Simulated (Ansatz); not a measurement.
# Preparing LiMgVO4 (Cmcm) as a host crystal, part 2 of 4

Before any defect goes in: LiMgVO4 (Cmcm) at rest, and how it screens a charge.

Ansatz 0.2.0; plane-wave PAW DFT, PBEsol; relaxation of the host's cell and atoms (the session's first sound run).

So far: Starting point; Host cell relaxation. The relaxed cell has a, b, c = 5.617, 8.572, 6.225 Å (conventional setting).

### 3. Dielectric tensors of the host

The response to a uniform electric field gives the electronic dielectric tensor.

This step: plane-wave PAW DFPT, PBEsol; dielectric tensors, Born charges and zone-centre modes of the host (Ansatz 0.2.0).

eps/input.yaml reads:

```yaml
crystal:
  lattice:
    - [2.8085711693, -4.2858623975, 0.0]
    - [2.8085711693, 4.2858623975, 0.0]
    - [0.0, 0.0, 6.2250320634]
  atoms:
    - { symbol: Li, position: [0.8376454097, 0.1623545903, 0.75] }
    - { symbol: Li, position: [0.1623545903, 0.8376454097, 0.25] }
    - { symbol: Mg, position: [0.5, 0.5, 0.5] }
    - { symbol: Mg, position: [0.5, 0.5, 0.0] }
    - { symbol: V, position: [0.1453124841, 0.8546875159, 0.75] }
    - { symbol: V, position: [0.8546875159, 0.1453124841, 0.25] }
    - { symbol: O, position: [0.2587957816, 0.7412042184, 0.9701437633] }
    - { symbol: O, position: [0.7349124304, 0.7747116343, 0.25] }
    - { symbol: O, position: [0.2650875696, 0.2252883657, 0.75] }
    - { symbol: O, position: [0.7412042184, 0.2587957816, 0.4701437633] }
    - { symbol: O, position: [0.7412042184, 0.2587957816, 0.0298562367] }
    - { symbol: O, position: [0.7747116343, 0.7349124304, 0.75] }
    - { symbol: O, position: [0.2252883657, 0.2650875696, 0.25] }
    - { symbol: O, position: [0.2587957816, 0.7412042184, 0.5298562367] }
basis:
  ecutwfc: 420
hamiltonian:
  xc: pbesol
kpoints:
  mp_grid: { grid: [5, 5, 4] }
scf:
  occupations: { method: fixed }
  max_iter: 100
phonons:
  method: dfpt
  dielectric: true
  rigid_motions: translations
```

Launch:

```
$ ansatz run input.yaml --threads 4 --pin off --max-ram 7536MiB --backend cpu --events-out ev --progress --plain --runs-dir out
```

Numbers of over 12 decimals in the logs are rounded to 6 here.

Output:

```text
[...]
Crystal: 14 atoms, lattice volume = 149.863 Å³
Basis set: ecut = 420 eV, 2939 PW (Γ), exchange–correlation on 72×72×96 points (8 copies of the dense FFT grid, shifted against one another)
Bands: 64, of which v1, the nominal top of the filled ones, is band 50 counted from 1 (49 counted from 0)
Symmetry: 8 space group operations
k-points: 51 of 100 (irreducible under 1 space group operation, time reversal used)
[...]
SCF iter   1: F=—  HF=-14502.906399 eV  |F-HF|=—  |Δ(HF+E_count)|=         —  Δρ=1.47e-2  dr2=2.66e-1  ethr=1.77e-3  ⟨swp⟩=4.0  Hψ=11238  notcnv=0  defer=513
[...]
SCF iter  11: F=-14502.841641 eV  HF=-14502.841641 eV  |F-HF|=3.64e-12  |Δ(HF+E_count)|=  4.00e-11  Δρ=9.45e-8  dr2=1.35e-11  ethr=1.00e-12  ⟨swp⟩=12.9  Hψ=20231  notcnv=0
SCF 1 converged in 11 iterations: F = -14502.841641 eV  dr2 = 1.35e-11
[...]
NSCF: frozen V_eff on 8 k-points
DFPT response loops at Γ: preconditioner auto → Resta (q_TF=auto, 2.550 Å⁻¹)  ε∞=4.2 (no band partly filled); β = 1.00, the filter's whole step (`scf.mixing.beta` (0.50) is not read by the response loops at its default; [...]
SCF converged after 11 iterations
Free energy (F): -14502.841641 eV
[...]
Internal energy: -14502.841641 eV  (E = F + TS)
E sigma→0 (E₀):  -14502.841641 eV
Fermi energy:    5.282370 eV
[...]
--- Band table (eV; the first three rows and the last of 51) ---
[...]
[... further k-points left out ...]
--- Phonons (Γ-DFPT): 15 representative perturbations + reference, on 51 of 100 k-points (Σ response iterations 60) ---
  k mesh reduced under 1 symmetry operation, with k and −k counted as one. Each operation leaves every solved perturbation unchanged. A smaller set is not considered because the run solves the response to a homogeneous field
  ASR residual: 4.908e-5 → 0.000e0 eV/Å²; symmetrization residual: 2.052e-6 eV/Å²
  ASR residual per site (eV/Å²): 4.91e-5 4.91e-5 4.23e-5 4.23e-5 2.83e-5 2.83e-5 4.78e-5 3.63e-5 3.63e-5 4.78e-5 4.78e-5 3.63e-5 3.63e-5 4.78e-5
  Γ frequencies (cm⁻¹): 0.00 0.00 0.00 110.28 154.18 183.41 190.51 200.85 201.61 203.51 223.15 227.86 237.39 248.56 259.29 308.28 312.20 317.89 324.45 339.08 351.65 358.53 371.34 378.17 382.49 385.88 394.51 398.61 403.48 426.95 473.33 480.91 489.39 500.49 [...]
  ε∞ (high-frequency dielectric tensor):
        3.625730     0.000000    -0.000000
       -0.000000     3.686280    -0.000000
       -0.000000    -0.000000     3.595057
  ε⁰ (static dielectric tensor: ions relaxed, cell fixed):
       12.148693     0.000000    -0.000000
        0.000000     8.576995     0.000000
       -0.000000     0.000000     7.375358
  ε⁰ − ε∞ (ionic part):
        8.522963     0.000000    -0.000000
        0.000000     4.890715     0.000000
       -0.000000     0.000000     3.780302
  softest optical mode at Γ: 110.28 cm⁻¹; the repairs (sum rule, projections) moved no ω² at Γ by more than (2.32 cm⁻¹)²
  Born effective charges Z* (e; rows j = field, columns β = displacement):
    site 0:
         0.86292   -0.00000   -0.00000
         0.00000    1.10830   -0.00000
         0.00000    0.00000    1.31285
    site 1:
         0.86292    0.00000   -0.00000
         0.00000    1.10830   -0.00000
        -0.00000    0.00000    1.31285
    site 2:
         2.84813   -0.00000   -0.00000
         0.00000    2.55022   -0.75840
        -0.00000    0.59195    2.09047
    site 3:
         2.84813   -0.00000   -0.00000
         0.00000    2.55022    0.75840
        -0.00000   -0.59195    2.09047
    site 4:
         3.02877    0.00000    0.00000
        -0.00000    3.35791   -0.00000
         0.00000    0.00000    3.30851
    site 5:
         3.02877   -0.00000   -0.00000
        -0.00000    3.35791   -0.00000
        -0.00000    0.00000    3.30851
    site 6:
        -0.90604    0.00000   -0.00000
         0.00000   -1.73343    0.77110
        -0.00000    1.01809   -2.24272
    site 7:
        -2.46387   -0.92326    0.00000
        -0.85874   -1.77478   -0.00000
         0.00000    0.00000   -1.11320
    site 8:
        -2.46387   -0.92326   -0.00000
        -0.85874   -1.77478   -0.00000
        -0.00000    0.00000   -1.11320
    site 9:
        -0.90604   -0.00000   -0.00000
         0.00000   -1.73343   -0.77110
        -0.00000   -1.01809   -2.24272
    site 10:
        -0.90604   -0.00000    0.00000
[...]
site 11:
[...]
site 12:
[...]
site 13:
[...]
Z* charge neutrality: 2.477e-5 e pre-enforcement
  k-mesh period / interband length: 24.9 Å / 1.03 Å = 24.08 at k = (0.0000, 0.0000, 0.0000), direct gap 3.660 eV — 14 or more, which is no proof of convergence
  optical modes at Γ without the LO–TO term, one row a degenerate level:
      ω (cm⁻¹)  modes    IR ((D/Å)²/amu)
[...]
optical modes at Γ + LO–TO along q̂ = [1.0000, 0.0000, 0.0000]:
      ω (cm⁻¹)  modes    IR ((D/Å)²/amu)
[...]
optical modes at Γ + LO–TO along q̂ = [0.0000, 1.0000, 0.0000]:
      ω (cm⁻¹)  modes    IR ((D/Å)²/amu)
[...]
optical modes at Γ + LO–TO along q̂ = [0.0000, 0.0000, 1.0000]:
      ω (cm⁻¹)  modes    IR ((D/Å)²/amu)
[...]
473.33      1             9.2919
        480.91      1             0.0000
        500.49      1             0.0000
        541.16      1            10.9933
        725.74      1             0.0000
        750.42      1            41.2304
        786.32      1             0.0000
        786.45      1            20.9129
        882.62      1             0.0000
        900.99      1             0.0000
        904.77      1            16.8847
        965.85      1            57.9642
```

Run time: 6.5 min. Hardware: 4 threads of Arm Neoverse V1, shared host; peak memory 2.3 GiB; 25 min of CPU time.

The column dr2 measures how far the density is from self-consistency, as an energy; F and HF (Harris–Foulkes) agree once it is small.

Electronic dielectric tensor:

```
3.63 0.00 0.00
0.00 3.69 0.00
0.00 0.00 3.60
```

Static dielectric tensor:

```
12.15  0.00  0.00
 0.00  8.58  0.00
 0.00  0.00  7.38
```

The principal values of the electronic dielectric tensor are 3.60, 3.63 and 3.69. The principal values of the static dielectric tensor are 7.38, 8.58 and 12.15.

### 4. Primitive cell on a dense mesh

A dense mesh gives the host's converged energy, against which the supercell's sampling is tested.

This step: plane-wave PAW DFT, PBEsol; single point of the host's primitive cell on a dense mesh (Ansatz 0.2.0).

dense/input.yaml, as its differences from eps/input.yaml of step 3:

```diff
@@ -22,2 +22,3 @@
   ecutwfc: 420
+  xc_grid: 2
 hamiltonian:
@@ -25,9 +26,5 @@
 kpoints:
-  mp_grid: { grid: [5, 5, 4] }
+  mp_grid: { grid: [6, 6, 5] }
 scf:
-  occupations: { method: fixed }
-  max_iter: 100
-phonons:
-  method: dfpt
-  dielectric: true
-  rigid_motions: translations
+  occupations: { method: fermi_dirac, width: 0.01 }
+  max_iter: 80
```

Output:

```text
[...]
Crystal: 14 atoms, lattice volume = 149.863 Å³
Basis set: ecut = 420 eV, 2939 PW (Γ), exchange–correlation on 72×72×90 points (8 copies of the dense FFT grid, shifted against one another)
Bands: 64, of which v1, the nominal top of the filled ones, is band 50 counted from 1 (49 counted from 0)
Symmetry: 8 space group operations
[...]
k-points: 39 of 180
[...]
SCF iter   1: F=—  HF=-14502.906135 eV  |F-HF|=—  |Δ(HF+E_count)|=         —  Δρ=1.48e-2  dr2=2.67e-1  ethr=1.77e-3  ⟨swp⟩=6.1  Hψ=9815  notcnv=0  defer=52
[...]
SCF iter   9: F=-14502.841361 eV  HF=-14502.841361 eV  |F-HF|=4.95e-10  |Δ(HF+E_count)|=   3.84e-8  Δρ=1.36e-6  dr2=3.47e-9  ethr=1.50e-10  ⟨swp⟩=2.0  Hψ=4368  notcnv=0
SCF 1 converged in 9 iterations: F = -14502.841361 eV  dr2 = 3.47e-9
[...]
SCF converged after 9 iterations
Free energy (F): -14502.841361 eV
[...]
Internal energy: -14502.841361 eV  (E = F + TS)
E sigma→0 (E₀):  -14502.841361 eV
Fermi energy:    7.012643 eV
[...]
```

Wall time 5.5 s (4 threads); peak memory 0.69 GiB.

### 5. Self-consistent run

This step: plane-wave PAW DFT, PBEsol; single point of the defect-free supercell, a test of its k-points (Ansatz 0.2.0).

System of this step: LiMgVO4 (Cmcm). The cell holds 56 atoms: 8 Li, 8 Mg, 8 V and 32 O. Its edges and angles: a = 10.594 Å, b = 8.385 Å, c = 10.248 Å, α = 68.5°, β = 47.4°, γ = 64.1°.

pristine.sampling/input.yaml reads:

```yaml
crystal:
  lattice:
    - [0.0, 8.571724795, 6.2250320634]
    - [5.6171423385, 0.0, 6.2250320634]
    - [5.6171423385, 8.571724795, 0.0]
  atoms:
    - { symbol: Li, position: [0.4561772952, 0.2938227048, 0.2061772952] }
    - { symbol: Li, position: [0.4561772952, 0.2938227048, 0.7061772952] }
    - { symbol: Li, position: [0.9561772952, 0.7938227048, 0.2061772952] }
    - { symbol: Li, position: [0.9561772952, 0.7938227048, 0.7061772952] }
    - { symbol: Li, position: [0.0438227048, 0.2061772952, 0.2938227048] }
    - { symbol: Li, position: [0.0438227048, 0.2061772952, 0.7938227048] }
    - { symbol: Li, position: [0.5438227048, 0.7061772952, 0.2938227048] }
    - { symbol: Li, position: [0.5438227048, 0.7061772952, 0.7938227048] }
    - { symbol: Mg, position: [0.0, 0.5, 0.0] }
    - { symbol: Mg, position: [0.0, 0.5, 0.5] }
    - { symbol: Mg, position: [0.5, 0.0, 0.0] }
    - { symbol: Mg, position: [0.5, 0.0, 0.5] }
    - { symbol: Mg, position: [0.25, 0.75, 0.25] }
    - { symbol: Mg, position: [0.25, 0.75, 0.75] }
    - { symbol: Mg, position: [0.75, 0.25, 0.25] }
    - { symbol: Mg, position: [0.75, 0.25, 0.75] }
    - { symbol: V, position: [0.302343758, 0.447656242, 0.052343758] }
    - { symbol: V, position: [0.302343758, 0.447656242, 0.552343758] }
    - { symbol: V, position: [0.802343758, 0.947656242, 0.052343758] }
    - { symbol: V, position: [0.802343758, 0.947656242, 0.552343758] }
    - { symbol: V, position: [0.197656242, 0.052343758, 0.447656242] }
    - { symbol: V, position: [0.197656242, 0.052343758, 0.947656242] }
    - { symbol: V, position: [0.697656242, 0.552343758, 0.447656242] }
    - { symbol: V, position: [0.697656242, 0.552343758, 0.947656242] }
    - { symbol: O, position: [0.3556739909, 0.6144697724, 0.3855302276] }
    - { symbol: O, position: [0.3556739909, 0.6144697724, 0.8855302276] }
    - { symbol: O, position: [0.8556739909, 0.1144697724, 0.3855302276] }
    - { symbol: O, position: [0.8556739909, 0.1144697724, 0.8855302276] }
    - { symbol: O, position: [0.2575437848, 0.9924562152, 0.2623558172] }
    - { symbol: O, position: [0.2575437848, 0.9924562152, 0.7623558172] }
    - { symbol: O, position: [0.7575437848, 0.4924562152, 0.2623558172] }
    - { symbol: O, position: [0.7575437848, 0.4924562152, 0.7623558172] }
    - { symbol: O, position: [0.2424562152, 0.5075437848, 0.2376441828] }
    - { symbol: O, position: [0.2424562152, 0.5075437848, 0.7376441828] }
    - { symbol: O, position: [0.7424562152, 0.0075437848, 0.2376441828] }
    - { symbol: O, position: [0.7424562152, 0.0075437848, 0.7376441828] }
    - { symbol: O, position: [0.3644697724, 0.1056739909, 0.3943260091] }
    - { symbol: O, position: [0.3644697724, 0.1056739909, 0.8943260091] }
    - { symbol: O, position: [0.8644697724, 0.6056739909, 0.3943260091] }
    - { symbol: O, position: [0.8644697724, 0.6056739909, 0.8943260091] }
    - { symbol: O, position: [0.1443260091, 0.8855302276, 0.1144697724] }
    - { symbol: O, position: [0.1443260091, 0.8855302276, 0.6144697724] }
    - { symbol: O, position: [0.6443260091, 0.3855302276, 0.1144697724] }
    - { symbol: O, position: [0.6443260091, 0.3855302276, 0.6144697724] }
    - { symbol: O, position: [0.4876441828, 0.2623558172, 0.4924562152] }
    - { symbol: O, position: [0.4876441828, 0.2623558172, 0.9924562152] }
    - { symbol: O, position: [0.9876441828, 0.7623558172, 0.4924562152] }
    - { symbol: O, position: [0.9876441828, 0.7623558172, 0.9924562152] }
    - { symbol: O, position: [0.0123558172, 0.2376441828, 0.0075437848] }
    - { symbol: O, position: [0.0123558172, 0.2376441828, 0.5075437848] }
    - { symbol: O, position: [0.5123558172, 0.7376441828, 0.0075437848] }
    - { symbol: O, position: [0.5123558172, 0.7376441828, 0.5075437848] }
    - { symbol: O, position: [0.1355302276, 0.3943260091, 0.1056739909] }
    - { symbol: O, position: [0.1355302276, 0.3943260091, 0.6056739909] }
    - { symbol: O, position: [0.6355302276, 0.8943260091, 0.1056739909] }
    - { symbol: O, position: [0.6355302276, 0.8943260091, 0.6056739909] }
basis:
  ecutwfc: 420
  xc_grid: 2
hamiltonian:
  xc: pbesol
kpoints:
  mp_grid: { grid: [1, 1, 1], shift: [0.25, 0.25, 0.25] }
scf:
  occupations: { method: fermi_dirac, width: 0.01 }
  max_iter: 80
```

Output:

```text
[...]
Crystal: 56 atoms, lattice volume = 599.453 Å³
Basis set: ecut = 420 eV, 11639 PW (Γ), exchange–correlation on 144×120×144 points (8 copies of the dense FFT grid, shifted against one another)
Bands: 256, of which v1, the nominal top of the filled ones, is band 200 counted from 1 (199 counted from 0)
Symmetry: 8 space group operations
k-points: 1
[...]
SCF iter   1: F=—  HF=-58011.554546 eV  |F-HF|=—  |Δ(HF+E_count)|=         —  Δρ=1.46e-2  dr2=1.04e0  ethr=1.77e-3  ⟨swp⟩=6.0  Hψ=1033  notcnv=0
[...]
SCF iter   9: F=-58011.299702 eV  HF=-58011.299702 eV  |F-HF|=1.01e-9  |Δ(HF+E_count)|=   1.45e-7  Δρ=1.46e-6  dr2=1.52e-8  ethr=1.50e-10  ⟨swp⟩=2.0  Hψ=436  notcnv=0
SCF 1 converged in 9 iterations: F = -58011.299702 eV  dr2 = 1.52e-8
[...]
SCF converged after 9 iterations
Free energy (F): -58011.299702 eV
[...]
Internal energy: -58011.299702 eV  (E = F + TS)
E sigma→0 (E₀):  -58011.299702 eV
Fermi energy:    6.980559 eV
[...]
```

The job ended after 4.3 s (4 threads; peak memory 1.1 GiB; 16 s of CPU time).

This step gave:

```yaml
energy_over_dense_mesh: 0.001174 eV/atom
```

(Continued in part 3 of 4.)

[Logs are printed without paths, hosts, clocks, repeated set-up lines and the standing remarks that a program may print on its own settings, such as how far it seeks lower states.]

[Hosts, paths, dates, database ids (printed as entryN), source tags and the programs' standing remarks are cut or masked in the printed files.]

[Runs of the host that timed out are not shown.]

[For some hosts the program warned that the k-mesh of the response run may be too coarse for force constants and the static dielectric constant; such warnings are not always shown.]
